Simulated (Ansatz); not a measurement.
**InCl3 (model cell, started as ReO3 type): a soft mode frozen in**

Aim: this structure of InCl3 (model cell, started as ReO3 type) is to be tested for unstable modes, and one is followed downhill.

Calculated with Ansatz 0.2.0; DFT PBEsol, scalar-relativistic, plane waves, PAW.

The structure was built from a prototype and need not be the compound's stable phase.

## 1. The structure

The structure is cubic, space group Pm-3m (No. 221). The conventional cell has a = 5.024 Å, b = 5.024 Å, c = 5.024 Å, α = 90.00°, β = 90.00°, γ = 90.00°. Nearest to In lie 6 Cl at 2.51 Å. Nearest to Cl lie 2 In at 2.51 Å. Farther neighbours and most contacts between anions are not listed.

## 2. The dispersion

The cell comes from relaxations at this level that are not shown. Stability and thermal properties need the whole zone. Linear response on a 2×2×2 q mesh gives force constants as far as a supercell of that size would.

The input, input.yaml:

```yaml
crystal:
  lattice:
    - [5.0239648185, 0.0, 0.0]
    - [0.0, 5.0239648185, 0.0]
    - [0.0, 0.0, 5.0239648185]
  atoms:
    - { symbol: In, position: [0.0, 0.0, 0.0] }
    - { symbol: Cl, position: [0.5, 0.0, 0.0] }
    - { symbol: Cl, position: [0.0, 0.5, 0.0] }
    - { symbol: Cl, position: [0.0, 0.0, 0.5] }
kpoints:
  mp_grid: { grid: [8, 8, 8] }
hamiltonian:
  xc: pbesol
scf:
  occupations: { method: methfessel_paxton, width: 0.2 }
output:
  eigenvalues: true
phonons:
  method: dfpt
  qmesh: [2, 2, 2]
  temperatures: { t_max: 1000, t_step: 50 }
  qpath:
    path:
      - [[0.0, 0.0, 0.0], [0.0, 0.5, 0.0], [0.5, 0.5, 0.0], [0.0, 0.0, 0.0], [0.5, 0.5, 0.5], [0.0, 0.5, 0.0]]
      - [[0.5, 0.5, 0.5], [0.5, 0.5, 0.0]]
    npoints: 10
```

Started as:

```sh
$ ansatz run input.yaml --threads 4 --pin off --max-ram 7168MiB --backend cpu --events-out ev --progress --plain --runs-dir out
```

Numbers of over 12 decimals in the logs are rounded to 6 here.

What it wrote:

```text
Engine: ansatz 0.2.0, aarch64-unknown-linux-gnu
Pseudopotentials: kind: paw
Pseudopotential: In, paw, valence charge 13, recommended cutoff 420 eV (normal), In.paw.azcp
Pseudopotential: Cl, paw, valence charge 7, recommended cutoff 420 eV (normal), Cl.paw.azcp
Functional definition: PBEsol
  exchange = pbesol_x
  correlation = pbesol_c
Crystal: 4 atoms, lattice volume = 126.806 Å³
Basis set: ecut = 420 eV, 2517 PW (Γ), exchange–correlation on 72×72×72 points (8 copies of the dense FFT grid, shifted against one another)
Bands: 21, of which v1, the nominal top of the filled ones, is band 17 counted from 1 (16 counted from 0)
Symmetry: 48 space group operations
k-points: 35 of 512
Non-local potential: In, projectors of the file, l = 0: 2, l = 1: 2, l = 2: 2, l = 3: 2
Non-local potential: Cl, projectors of the file, l = 0: 2, l = 1: 2, l = 2: 2
PAW form: soft (Blöchl's): semilocal exchange-correlation on the pseudo side does not see the compensation charge
PAW frozen core: In, regenerated for the run's functional, and the local potential with it (the file was generated under x = pbe(κ = 0.804, μ = 0.219515), c = pbe(β = 0.066725))
PAW frozen core: Cl, regenerated for the run's functional, and the local potential with it (the file was generated under x = pbe(κ = 0.804, μ = 0.219515), c = pbe(β = 0.066725))
PAW one-centre angular grid: In, 590 points (default); XC on 64 Gauss nodes
PAW one-centre angular grid: Cl, 110 points (default); XC on 64 Gauss nodes
Initial density: superposition of atomic densities (neutral atoms: chi_scale 0, normalization atom), corrected by the library's trained network
Initial wavefunctions: pseudopotential atomic-orbital guess
Functional: x = pbesol(κ = 0.804, μ = 0.123457), c = pbesol(β = 0.046)
SCF iter   1: F=—  HF=-8711.372862 eV  |F-HF|=—  |Δ(HF+E_count)|=         —  Δρ=3.68e-3  dr2=2.02e-2  ethr=1.77e-3  ⟨swp⟩=5.7  Hψ=3622  notcnv=0
preconditioner: auto → none  [metal: Δε(μ)=0.124 eV  Ē_g=13.806 eV  σ=0.200 eV  W_gap=0.50  n_scr=26 (ndim 8)  ℏωp=19.2 eV  f_vac=0.248  D(μ)=0.92/eV (n_scr^D=0)  sad-step TF]
SCF iter   2: F=—  HF=-8711.368294 eV  |F-HF|=—  |Δ(HF+E_count)|=   4.57e-3  S|Δr|=    0.00e0  Δρ=1.70e-3  dr2=5.27e-3  ethr=5.94e-5  ⟨swp⟩=2.3  Hψ=1521  notcnv=0
preconditioner: auto → Resta (q_TF=auto, 2.191 Å⁻¹)  ε∞=2.9  [insulator: Δε(μ)=0.141 eV  Ē_g=13.827 eV  σ=0.200 eV  W_gap=0.56  n_scr=26 (ndim 8)  ℏωp=19.2 eV  f_vac=0.246  D(μ)=0.90/eV (n_scr^D=0)  ε∞_Penn≈2.9  vacuum switching on, ρ_ref=1.4e-2 e/Å³]
SCF iter   3: F=—  HF=-8711.367770 eV  |F-HF|=—  |Δ(HF+E_count)|=   5.23e-4  S|Δr|=    0.00e0  Δρ=3.54e-4  dr2=2.74e-4  ethr=1.55e-5  ⟨swp⟩=2.9  Hψ=1353  notcnv=0
SCF iter   4: F=—  HF=-8711.367716 eV  |F-HF|=—  |Δ(HF+E_count)|=   5.41e-5  S|Δr|=    0.00e0  Δρ=1.04e-4  dr2=1.08e-5  ethr=8.05e-7  ⟨swp⟩=2.9  Hψ=1394  notcnv=0
SCF iter   5: F=—  HF=-8711.367706 eV  |F-HF|=—  |Δ(HF+E_count)|=   1.02e-5  S|Δr|=    0.00e0  Δρ=3.06e-5  dr2=9.06e-7  ethr=3.17e-8  ⟨swp⟩=2.9  Hψ=1370  notcnv=0
SCF iter   6: F=—  HF=-8711.367710 eV  |F-HF|=—  |Δ(HF+E_count)|=   3.65e-6  S|Δr|=    0.00e0  Δρ=4.24e-6  dr2=1.81e-8  ethr=2.66e-9  ⟨swp⟩=2.0  Hψ=1215  notcnv=0
SCF iter   7: F=—  HF=-8711.367710 eV  |F-HF|=—  |Δ(HF+E_count)|=   5.19e-9  S|Δr|=    0.00e0  Δρ=4.85e-7  dr2=3.84e-10  ethr=5.33e-11  ⟨swp⟩=2.5  Hψ=1343  notcnv=0
SCF iter   8: F=—  HF=-8711.367710 eV  |F-HF|=—  |Δ(HF+E_count)|=  1.82e-12  S|Δr|=    0.00e0  Δρ=1.42e-7  dr2=2.59e-11  ethr=1.13e-12  ⟨swp⟩=2.4  Hψ=1221  notcnv=0
SCF iter   9: F=-8711.367710 eV  HF=-8711.367710 eV  |F-HF|=0.00e0  |Δ(HF+E_count)|=  9.09e-12  S|Δr|=    0.00e0  Δρ=3.57e-8  dr2=9.28e-13  ethr=1.00e-12  ⟨swp⟩=6.3  Hψ=3595  notcnv=0
SCF 1 converged in 9 iterations: F = -8711.367710 eV  dr2 = 9.28e-13
  greatest PAW one-centre occupation: 0.986 electrons in one spin orbital (limit 2), on the In atom at site 0 (counted from 0), in its partial waves of l = 2
Initial density: read from a saved state, or passed on in memory by an earlier SCF of this step, an earlier step, the calling program or the single point that the run made first
iter 1 solved again at ethr=1.76e-7 eV; its pass at ethr=3.10e-3 eV (dr2=5.99e-5 eV) is discarded
SCF iter   1: F=—  HF=-8711.367711 eV  |F-HF|=—  |Δ(HF+E_count)|=         —  Δρ=3.29e-7  dr2=7.30e-11  ethr=1.76e-7  ⟨swp⟩=3.3  Hψ=5837  notcnv=0
eigensolver tolerance schedule: the retry pair's looser diagonalisation over-reported the residual by 819900.08 of it (diagonalisation noise at an unbounded share of the residual, at the tolerance the schedule requests for it); recorded, not acted on — ethr = c·dr2/N_el stays at c = 1.0e-1
preconditioner: auto → Resta (q_TF=auto, 2.191 Å⁻¹)  ε∞=2.9  [insulator: Δε(μ)=0.148 eV  Ē_g=13.842 eV  σ=0.200 eV  W_gap=0.58  n_scr=26 (ndim 8)  ℏωp=19.2 eV  f_vac=0.239  D(μ)=0.89/eV (n_scr^D=0)  ε∞_Penn≈2.9]
SCF iter   2: F=—  HF=-8711.367710 eV  |F-HF|=—  |Δ(HF+E_count)|=   1.58e-6  S|Δr|=    0.00e0  Δρ=1.72e-7  dr2=3.03e-11  ethr=1.00e-12  ⟨swp⟩=4.0  Hψ=2160  notcnv=0
SCF iter   3: F=-8711.367710 eV  HF=-8711.367710 eV  |F-HF|=3.64e-12  |Δ(HF+E_count)|=  7.28e-12  S|Δr|=    0.00e0  Δρ=1.11e-7  dr2=9.75e-12  ethr=1.00e-12  ⟨swp⟩=3.6  Hψ=2333  notcnv=0
SCF 2 converged in 3 iterations: F = -8711.367710 eV  dr2 = 9.75e-12
phonons: the bands overlap, so this run is a metal and interpolates without the dipole-dipole term. If the crystal is really an insulator or semiconductor, its LO-TO splitting is missing
NSCF: frozen V_eff on 35 k-points
NSCF: frozen V_eff on 125 k-points
DFPT response loops at q = (0, 0, 0) (fractional): preconditioner auto → none (partly filled bands, converged f_vac=0.239); β = 0.50; Broyden in place of MSR1
NSCF: frozen V_eff on 250 k-points
DFPT response loops at q = (0, 0, -0.5) (fractional): mixed as the last ones told, above
NSCF: frozen V_eff on 250 k-points
DFPT response loops at q = (0, -0.5, -0.5) (fractional): mixed as the last ones told, above
NSCF: frozen V_eff on 250 k-points
DFPT response loops at q = (-0.5, -0.5, -0.5) (fractional): mixed as the last ones told, above
SCF converged after 9 iterations
Stability not checked: this state was not tested for a lower state beside it, because cold or Methfessel-Paxton smearing, or corrected tetrahedra, fill the levels in a way that the test cannot read (fill_not_monotonic; see scf.lower_state_search)
Free energy (F): -8711.367710 eV
Harris-Foulkes:  -8711.367710 eV  (|F-HF|=0.00e0)
Internal energy: -8711.375683 eV  (E = F + TS)
E sigma→0 (E₀):  -8711.369703 eV
Entropy (-TS):   0.007974 eV (1.993 meV/atom)
Fermi energy:    0.686978 eV
Step filling:    the computed levels leave a gap of 0.0000 eV = 0.0 smearing widths at the electron count; against every level under it full and every level over it empty, smearing changes F+E_penalty+E_count by +3.875 meV and its σ→0 estimate by +1.881 meV
--- Per-component energies (eV) ---
  E_band       = -227.506855
  E_kinetic    = 725.536083
  E_local      = -2846.559495  (includes V_loc(G=0)·N_el)
  E_nonlocal   = 458.401472
  E_hartree    = 1098.452536
  E_xc         = -527.957611
  E_vxc        = -459.781097  (∫ρ·V_xc dr)
  E_paw        = -6014.328499  (= ΣΔE_a)
  E_vpaw       = -302.009230  (= ΣTr[D̂ρ^β])
  E_aug_tail   = 0.000310  (compensation charges beyond the density's cutoff)
  E_ewald      = -1605.391678
  E_core_change = 0.471199  (= ΣΔE_core)
  E_smearing   = 0.007974  (= −TS)
  E_closure    = 0.000000  (closes the sum)
  Σ components = -8711.367710   (vs F -8711.367710, Δ=0.00e0)
--- Band table (eV; the first three rows and the last of 35) ---
  k-point 0: bands = [... 13 lower, -0.0864, -0.0602, -0.0602, -0.0602, 0.1188, 7.2036, 9.5666, 9.5666]
  k-point 1: bands = [... 13 lower, -0.1157, -0.1064, -0.0674, -0.0674, 0.7718, 7.3598, 9.6081, 9.6327]
  k-point 2: bands = [... 13 lower, -0.2067, -0.1538, -0.0662, -0.0662, 1.8026, 7.7933, 9.7171, 9.8229]
  k-point 34: bands = [... 13 lower, -0.3530, 0.6236, 0.6236, 0.6236, 5.8746, 5.8746, 5.8746, 7.5660]
--- Phonons (Γ-DFPT): 3 representative perturbations + reference (Σ response iterations 10) ---
  ASR residual: 1.754e-5 → 0.000e0 eV/Å²; symmetrization residual: 6.019e-6 eV/Å²
  ASR residual per site (eV/Å²): 1.75e-5 1.11e-5 1.11e-5 1.11e-5
  Γ frequencies (cm⁻¹): -55.44 -55.44 -55.44 -37.38 -37.38 -37.38 0.00 0.00 0.00 261.87 261.87 261.87
--- Phonons (arbitrary-q DFPT): 4 irreducible q on the 2×2×2 mesh ---
  q = [0.0000, 0.0000, 0.0000] (star 1, of the zone-centre solve; hermiticity 1.62e-6, symmetrization 4.29e-12): -55.44 -55.44 -55.44 -37.38 -37.38 -37.38 0.00 0.00 0.00 261.87 261.87 261.87
  q = [0.0000, 0.0000, -0.5000] (star 3, 7 solved perturbations in 775 linear systems a pass and spin channel, the states on 125 of 512 k-point pairs; hermiticity 7.51e-7, symmetrization 1.54e-12): -47.17 -47.17 -38.30 -23.22 -23.22 36.12 36.12 36.31 164.23 266.39 266.39 279.47
  q = [0.0000, -0.5000, -0.5000] (star 3, 7 solved perturbations in 775 linear systems a pass and spin channel, the states on 125 of 512 k-point pairs; hermiticity 1.80e-6, symmetrization 7.01e-13): -89.66 -23.09 -23.09 -18.18 -18.18 49.63 78.46 127.46 165.08 165.08 272.00 318.92
  q = [-0.5000, -0.5000, -0.5000] (star 1, 3 solved perturbations in 275 linear systems a pass and spin channel, the states on 125 of 512 k-point pairs; hermiticity 1.51e-13, symmetrization 2.39e-12): -89.16 -89.16 -89.16 76.98 76.98 76.98 124.93 124.93 169.57 169.57 169.57 337.40
  sum rule: each row above includes the acoustic sum rule's correction from the zone centre's row sums; it moved no ω² by more than (0.29 cm⁻¹)²
  mesh force constants: q→R imaginary residual 2.70e-47; ASR residual 1.754e-5 → 0.000e0 eV/Å²; symmetrization residual 6.217e-15 eV/Å²
  interpolated dispersion: 62 rows × 12 modes
  density of states and harmonic sums: on the 12×12×12 q-mesh, interpolated from the force constants of a 2×2×2 supercell (no non-analytic term)
  largest difference from the sums on the solved wave vectors: F 3.40e-1 eV, S 4.69e-4 and C_V 1.29e-4 eV/K
  zero-point energy: 0.073813 eV/cell   skipped modes (ω ≤ 0): 335, of them read as no rigid motion or as one in doubt: 332 (3.748e0 modes/cell left out, lowest -89.66 cm⁻¹)   left out of the sums: 3.12e-1 of the cell's modes: C_V's classical limit lies that fraction below 3 k_B per atom; for a crystal, a wire or a layer, F and S can be off by more, and a phonons.interpolated_qmesh denser along its periods is the remedy for the sampling
```

Run time: 1.9 min. Hardware: 4 threads of Arm Neoverse V2, shared host; peak memory 1.1 GiB; 7.4 min of CPU time.

This step gave:

```
volume per atom                                         : 31.70 Å³
gap on the k-mesh                                       : 0 eV
sum-rule residual before enforcement                    : 1.75e-5 eV/Å²
lowest frequency on the path                            : -89.66 cm⁻¹
point group                                             : m-3m
highest frequency on the path or at a solved wavevector : 337.4 cm⁻¹
highest optical mode at the zone centre (no LO-TO term) : 261.9 cm⁻¹
lowest optical zone-centre mode                         : -55.44 cm⁻¹
lowest mode on the q mesh (acoustic modes at Γ apart)   : -89.66 cm⁻¹
```

Frequencies (cm⁻¹) solved at each irreducible wavevector; negative means imaginary. Frequencies by wavevector, by row:

```
q in reciprocal lattice units  star  mode 1  mode 2  mode 3  mode 4  mode 10  mode 11  mode 12
                        0 0 0     1   -55.4   -55.4   -55.4   -37.4    261.9    261.9    261.9
                     0 0 -0.5     3   -47.2   -47.2   -38.3   -23.2    266.4    266.4    279.5
                  0 -0.5 -0.5     3   -89.7   -23.1   -23.1   -18.2    165.1      272    318.9
               -0.5 -0.5 -0.5     1   -89.2   -89.2   -89.2      77    169.6    169.6    337.4
```

Interpolated from a 2×2×2 q mesh. Phonon branches along the path, in cm⁻¹:

```
    point  branch 1  branch 2  branch 3  branch 4  branch 9  branch 10  branch 11  branch 12
        Γ       -55       -55       -55       -37         0        262        262        262
  halfway       -51       -51       -38       -33       113        264        264        271
        X       -47       -47       -38       -23       164        266        266        280
  halfway       -76       -38       -34       -23       165        201        269        311
        M       -90       -23       -23       -18       165        165        272        319
  halfway       -67       -44       -33       -31       120        227        267        299
        Γ       -55       -55       -55       -37         0        262        262        262
  halfway       -68       -66       -66        50       124        226        226        320
        R       -89       -89       -89        77       170        170        170        337
  halfway       -77       -73       -66        50       166        188        224        329
        X       -47       -47       -38       -23       164        266        266        280
jump to R       -89       -89       -89        77       170        170        170        337
  halfway       -89       -75       -75        65       167        167        210        335
        M       -90       -23       -23       -18       165        165        272        319
```

Symmetry leaves 4 wavevectors to solve. The lowest mode among them, the acoustic zeros apart, lies at q = (0, -0.5, -0.5) and is imaginary, 89.7i cm⁻¹, so the energy falls along it.

## 3. The mode frozen in, largest atomic shift 0 Å

The mode followed lies at q = (-0.5, -0.5, -0.5) with frequency 89.2i cm⁻¹ and is 3-fold degenerate, one of the unstable modes though not the softest. At small amplitude the distorted cell has space group no. 74 by a symmetry search on the positions. The undistorted cell that holds it gives the zero of energy on the same k mesh.

System of this step: InCl3 (model cell, started as ReO3 type). Symmetry: Pm-3m, No. 221, cubic system. Conventional cell: a = 5.024 Å, b = 5.024 Å, c = 5.024 Å, α = 90.00°, β = 90.00°, γ = 90.00°. Nearest to In lie 6 Cl at 2.51 Å. Cl has 2 In at 2.51 Å nearest. Farther neighbours and most contacts between anions are not listed.

The input, input.yaml:

```yaml
crystal:
  lattice:
    - [5.0239648185, 5.0239648185, 0.0]
    - [5.0239648185, 0.0, 5.0239648185]
    - [5.0239648185, 0.0, -5.0239648185]
  atoms:
    - { symbol: In, position: [0.0, 0.0, 0.0] }
    - { symbol: In, position: [0.0, 0.5, 0.5] }
    - { symbol: Cl, position: [0.0, 0.25, 0.25] }
    - { symbol: Cl, position: [0.0, 0.75, 0.75] }
    - { symbol: Cl, position: [0.5, 0.75, 0.75] }
    - { symbol: Cl, position: [0.5, 0.25, 0.25] }
    - { symbol: Cl, position: [0.0, 0.25, 0.75] }
    - { symbol: Cl, position: [0.0, 0.75, 0.25] }
kpoints:
  mp_grid: { grid: [8, 8, 8] }
hamiltonian:
  xc: pbesol
scf:
  occupations: { method: methfessel_paxton, width: 0.2 }
output:
  forces: true
  stress: true
  eigenvalues: true
```

What it wrote:

```text
[...]
Crystal: 8 atoms, lattice volume = 253.612 Å³
Basis set: ecut = 420 eV, 4957 PW (Γ), exchange–correlation on 96×96×96 points (8 copies of the dense FFT grid, shifted against one another)
Bands: 42, of which v1, the nominal top of the filled ones, is band 34 counted from 1 (33 counted from 0)
Symmetry: 96 space group operations
[...]
k-points: 29 of 512
[...]
k-point 0: bands = [... 30 lower, -0.0613, 0.1238, 0.6218, 0.6218, 0.6218, 5.8780, 5.8780, 5.8780, ... 3 higher]
  k-point 1: bands = [... 30 lower, -0.0476, 0.5661, 0.5661, 0.5911, 0.6374, 5.5593, 6.1104, 6.1104, ... 3 higher]
  k-point 2: bands = [... 30 lower, 0.0068, 0.4483, 0.4483, 0.5056, 1.3852, 4.8603, 6.7312, 6.7312, ... 3 higher]
  k-point 28: bands = [... 30 lower, -0.1707, -0.1707, 0.3058, 0.3058, 4.1164, 4.1164, 7.1859, 7.1859, ... 3 higher]
[key lines of the parts left out:]
SCF converged after 6 iterations
Free energy (F): -17422.735508 eV
Fermi energy:    0.678373 eV
P = ⅓ Tr σ = 0.0314 GPa (0.314 kbar)
```

It took 3.2 s on 4 threads; peak memory 0.71 GiB; 12 s of CPU time.

Numbers from this step:

```
pressure                         : 0.03140 GPa
energy from the undistorted cell : 0 meV/atom
```

The run ends at a pressure of 0.03 GPa.

## 4. The mode frozen in, largest atomic shift 0.6 Å

The atoms are moved along the unstable eigenvector, the largest shift by 0.6 Å, with the cell fixed.

input.yaml, the sections that differ from step 3:

```yaml
crystal:
  lattice:
    - [5.0239648185, 5.0239648185, 0.0]
    - [5.0239648185, 0.0, 5.0239648185]
    - [5.0239648185, 0.0, -5.0239648185]
  atoms:
    - { symbol: In, position: [0.0, 0.0, 0.0] }
    - { symbol: In, position: [0.0, 0.5, 0.5] }
    - { symbol: Cl, position: [0.0, 0.2922240286, 0.2077759714] }
    - { symbol: Cl, position: [0.0, 0.7077759714, 0.7922240286] }
    - { symbol: Cl, position: [0.5, 0.7077759714, 0.7922240286] }
    - { symbol: Cl, position: [0.5, 0.2922240286, 0.2077759714] }
    - { symbol: Cl, position: [0.0844480573, 0.1655519427, 0.6655519427] }
    - { symbol: Cl, position: [-0.0844480573, 0.8344480573, 0.3344480573] }
# kpoints, hamiltonian, scf, output: as in step 3
```

What it wrote:

```text
[...]
Crystal: 8 atoms, lattice volume = 253.612 Å³
Basis set: ecut = 420 eV, 4957 PW (Γ), exchange–correlation on 96×96×96 points (8 copies of the dense FFT grid, shifted against one another)
Bands: 42, of which v1, the nominal top of the filled ones, is band 34 counted from 1 (33 counted from 0)
Symmetry: 8 space group operations
[...]
k-points: 95 of 512
[...]
k-point 0: bands = [... 30 lower, 0.0483, 0.0720, 0.4619, 0.6121, 1.3233, 5.9664, 5.9756, 6.1120, ... 3 higher]
  k-point 1: bands = [... 30 lower, 0.0524, 0.0700, 0.4464, 0.5856, 1.4265, 5.4689, 6.1328, 6.2804, ... 3 higher]
  k-point 2: bands = [... 30 lower, 0.0683, 0.1216, 0.3976, 0.5139, 1.7584, 4.6827, 6.5754, 6.7436, ... 3 higher]
  k-point 94: bands = [... 30 lower, -0.0256, -0.0256, 0.2168, 0.2168, 3.9026, 3.9026, 6.9242, 6.9242, ... 3 higher]
[key lines of the parts left out:]
SCF converged after 7 iterations
Free energy (F): -17423.099024 eV
Fermi energy:    1.052678 eV
P = ⅓ Tr σ = -1.9606 GPa (-19.606 kbar)
```

Elapsed: 10 s, on 4 threads; peak memory 1 GiB; 41 s of CPU time.

This step gave:

| Property | Result |
| --- | --- |
| pressure | -1.961 GPa |
| gap on the k-mesh | 0.7073 eV |
| energy from the undistorted cell | -44.98 meV/atom |

The energy, extrapolated to zero smearing, is -44.98 meV/atom against the undistorted cell.

The run ends at a pressure of -1.96 GPa, with forces up to 0.15 eV/Å.

## 5. Energy along the mode, all amplitudes (two of the runs are shown above)

An imaginary frequency means negative curvature, so the energy should fall and then rise again as anharmonic terms take over.

Numbers from this step:

```
depth at the lowest point sampled  : 44.98 meV/atom
largest atomic shift at that point : 0.6 Å
```

Energy from the parent against largest atomic shift:

```
largest atomic shift (Å)  energy from the parent (meV/atom)
                   0.000                                  0
                   0.040                              -0.43
                   0.080                              -1.68
                   0.140                              -4.82
                   0.220                              -10.8
                   0.320                              -19.9
                   0.450                              -33.0
                   0.600                              -45.0
```

Displacement at unit largest shift by atom:

```
atom   x (Å)   y (Å)   z (Å)   size
 In1   0.000   0.000   0.000  0.000
 In2   0.000   0.000   0.000  0.000
 Cl3   0.000   0.000   0.707  0.707
 Cl4   0.000   0.000  -0.707  0.707
 Cl5   0.000   0.000  -0.707  0.707
 Cl6   0.000   0.000   0.707  0.707
 Cl7  -0.707   0.707   0.000  1.000
 Cl8   0.707  -0.707   0.000  1.000
```

The lowest of the steps tried is the last one, at 0.6 Å, 45.0 meV/atom below the parent; the bottom of the well need not coincide with a step.

(Continued in part 2 of 2.)

[Logs are printed without paths, hosts, clocks, repeated set-up lines and the standing remarks that a program may print on its own settings, such as how far it seeks lower states.]

[Hosts, paths, dates, database ids (printed as entryN), source tags and the programs' standing remarks are cut or masked in the printed files.]
